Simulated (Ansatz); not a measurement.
# MnO2 (Pyrolusite): how robust is the cRPA U?

Wanted: the sensitivity and cost of U and J for MnO2 (Pyrolusite).

Program: Ansatz 0.2.0. Level of theory: constrained RPA on LDA, plane waves, PAW. Results are calculated unless marked as measured.

Report form: the programs' logs are mostly left out.

## (1) Set-up

Symmetry: P4_2/mnm, No. 136, tetragonal system. The conventional cell has a = 4.398 Å, b = 4.398 Å, c = 2.873 Å, α = 90.00°, β = 90.00°, γ = 90.00°. Nearest to Mn lie 6 O at 1.88 to 1.90 Å. Nearest to O lie 3 Mn at 1.88 to 1.90 Å. Farther neighbours and most contacts between anions are not listed.

The cell and positions come from the Crystallography Open Database and are kept as given unless a step says otherwise. The program's search for lower electronic states was switched off, so nothing shows that the state found is the lowest. The default PAW set here is soft_2. Its files were made with PBE.

## (2) Base: Mn d, bands v3 to c7, 4×4×6 mesh, medium accuracy

Constrained RPA screens the interaction with every transition except those inside the target bands, which a later many-body model would treat itself.

input.yaml reads:

```yaml
crystal:
  lattice:
    - [2.19915, 2.19915, 3.11006776]
    - [-2.19915, -2.19915, 3.11006776]
    - [2.03151778, -2.03151778, 0.0]
  atoms:
    - { symbol: Mn, position: [0.0, 0.0, 0.0] }
    - { symbol: Mn, position: [0.5, 0.5, 0.5] }
    - { symbol: O, position: [0.30515, 0.30515, 0.0] }
    - { symbol: O, position: [0.19485, 0.80515, 0.5] }
    - { symbol: O, position: [0.69485, 0.69485, 0.0] }
    - { symbol: O, position: [0.80515, 0.19485, 0.5] }
kpoints:
  mp_grid: { grid: [8, 8, 12] }
hamiltonian:
  xc: lda
scf:
  occupations: { method: gaussian, width: 0.08 }
  n_extra_bands: 24
  max_iter: 150
  lower_state_search: "off"
output:
  crpa:
    kmesh: [4, 4, 6]
    target_bands: [v3, c7]
    projections: [{ species: Mn, l: d, shell: 3 }]
  local_orbitals:
    kmesh: [8, 8, 12]
    orbitals: [{ species: Mn, l: d, shell: 3 }]
    window: { bands: [v3, c7] }
    seedname: lo
```

Run with:

```console
ansatz run input.yaml --threads 8 --pin off --max-ram 14745MiB --backend cpu --events-out ev --progress --plain --runs-dir out
```

It took 8.1 min on 8 threads of Arm Neoverse V2, shared host; peak memory 0.82 GiB.

This step gave:

```yaml
u: 3.096 eV
u_prime_inter_orbital: 2.221 eV
j: 0.4155 eV
bare_v: 17.59 eV
bare_j: 0.5585 eV
stated_bound_on_u: 0.007082 eV
u_over_bare_v: 0.1760
electrons_in_the_window: 6.000
head_of_the_constrained_inverse_dielectric_matrix: 0.1610
least_eigenvalue_of_the_projection_s_overlap: 0.5075
target_functions: 10
bands_in_the_sums: 68
r_m_s_miss_of_the_model_bands: 0.001121 eV
width_of_the_target_bands: 5.416 eV
weight_of_the_projected_orbitals_in_the_window: 0.7118
```

On the Mn d shell, screening brings the on-site interaction from 17.6 eV down to U = 3.10 eV.

## (3) Changed: 2×2×4 mesh

Edit input.yaml of step 2 so:

```diff
@@ -23,9 +23,4 @@
   crpa:
-    kmesh: [4, 4, 6]
+    kmesh: [2, 2, 4]
     target_bands: [v3, c7]
     projections: [{ species: Mn, l: d, shell: 3 }]
-  local_orbitals:
-    kmesh: [8, 8, 12]
-    orbitals: [{ species: Mn, l: d, shell: 3 }]
-    window: { bands: [v3, c7] }
-    seedname: lo
```

Wall time 33 s (8 threads); peak memory 0.68 GiB.

Numbers from this step:

```yaml
u: 3.075 eV
u_prime_inter_orbital: 2.188 eV
j: 0.4218 eV
bare_v: 17.82 eV
bare_j: 0.5645 eV
stated_bound_on_u: 0.006512 eV
u_over_bare_v: 0.1725
electrons_in_the_window: 6.000
head_of_the_constrained_inverse_dielectric_matrix: 0.1416
least_eigenvalue_of_the_projection_s_overlap: 0.5075
target_functions: 10
bands_in_the_sums: 68
width_of_the_target_bands: 5.416 eV
weight_of_the_projected_orbitals_in_the_window: 0.7118
```

On the Mn d shell, screening brings the on-site interaction from 17.8 eV down to U = 3.07 eV.

## (4) Changed: accuracy high

Edit input.yaml of step 3 so:

```diff
@@ -23,4 +23,5 @@
   crpa:
-    kmesh: [2, 2, 4]
+    kmesh: [4, 4, 6]
     target_bands: [v3, c7]
     projections: [{ species: Mn, l: d, shell: 3 }]
+    accuracy: high
```

Wall time 13 min (8 threads); peak memory 0.91 GiB; 1.7 h of CPU time.

This step gave:

```yaml
u: 3.096 eV
u_prime_inter_orbital: 2.221 eV
j: 0.4156 eV
bare_v: 17.59 eV
bare_j: 0.5585 eV
stated_bound_on_u: 5.95e-4 eV
u_over_bare_v: 0.1760
electrons_in_the_window: 6.000
head_of_the_constrained_inverse_dielectric_matrix: 0.1610
least_eigenvalue_of_the_projection_s_overlap: 0.5075
target_functions: 10
bands_in_the_sums: 68
width_of_the_target_bands: 5.416 eV
weight_of_the_projected_orbitals_in_the_window: 0.7118
```

On the Mn d shell, screening brings the on-site interaction from 17.6 eV down to U = 3.10 eV.

## (5) Changed: smooth pair densities

Edit input.yaml of step 4 so:

```diff
@@ -26,2 +26,2 @@
     projections: [{ species: Mn, l: d, shell: 3 }]
-    accuracy: high
+    pair_densities: pseudo
```

Wall time 12 min (8 threads); peak memory 0.73 GiB; 1.6 h of CPU time.

Numbers from this step:

```yaml
u: 3.127 eV
u_prime_inter_orbital: 2.217 eV
j: 0.4330 eV
bare_v: 17.59 eV
bare_j: 0.5585 eV
stated_bound_on_u: 0.001134 eV
u_over_bare_v: 0.1778
electrons_in_the_window: 6.000
head_of_the_constrained_inverse_dielectric_matrix: 0.1611
least_eigenvalue_of_the_projection_s_overlap: 0.5075
target_functions: 10
bands_in_the_sums: 68
width_of_the_target_bands: 5.416 eV
weight_of_the_projected_orbitals_in_the_window: 0.7118
```

On the Mn d shell, screening brings the on-site interaction from 17.6 eV down to U = 3.13 eV.

## (6) Changed: orbitals of another atom

Edit input.yaml of step 5 so:

```diff
@@ -25,3 +25,2 @@
     target_bands: [v3, c7]
-    projections: [{ species: Mn, l: d, shell: 3 }]
-    pair_densities: pseudo
+    projections: [{ species: O, l: p }]
```

Elapsed: 0.1 s, on 8 threads; peak memory 0.074 GiB.

The input was rejected at the start.

The program's message: “Error: invalid value for `output.crpa.projections`: 12 orbital(s) selected but the target window spans 10 band(s); name one orbital per band of it”

The fault put into this input: trial orbitals that do not match the target bands.

## (7) Side by side

Times are wall times on 8 threads of Arm Neoverse V2, shared host, good to a factor of about two.

| run | bare V (eV) | U (eV) | J (eV) | bound on U (eV) | width (eV) | time |
| --- | --- | --- | --- | --- | --- | --- |
| target window | 17.59 | 3.096 | 0.415 | 0.0071 | 5.42 | 8.1 min |
| 2×2×4 mesh | 17.82 | 3.075 | 0.422 | 0.0065 | 5.42 | 33 s |
| accuracy high | 17.59 | 3.096 | 0.416 | 0.0006 | 5.42 | 13 min |
| smooth pair densities | 17.59 | 3.127 | 0.433 | 0.0011 | 5.42 | 12 min |

## (8) Results

```json
{
 "target window": "U 3.10 eV, J 0.42 eV",
 "2×2×4 mesh": "U 3.07 eV, J 0.42 eV",
 "accuracy high": "U 3.10 eV, J 0.42 eV",
 "smooth pair densities": "U 3.13 eV, J 0.43 eV"
}
```

**Reading.** 2×2×4 mesh moves U by −0.02 eV at 0.069 times the time. Accuracy high moves U by +0.001 eV (within the solver's bounds, for the mean over orbitals). Smooth pair densities moves U by +0.03 eV. The printed bound covers the solver alone, not the mesh, and no denser mesh than the base was run. The parent state is non-magnetic and the interaction static (zero frequency); U depends on the window and the orbitals, so it belongs to this model alone.

[Paths, hosts, dates, memory and timing lines, banners, echoed tables and standing remarks are left out of the program output.]

[Logs are printed without paths, hosts, clocks, repeated set-up lines and the standing remarks that a program may print on its own settings, such as how far it seeks lower states.]

[Runs of the session that timed out or met a known fault of the program may be left out.]

[Hosts, paths, dates, database ids (printed as entryN), source tags and the programs' standing remarks are cut or masked in the printed files.]
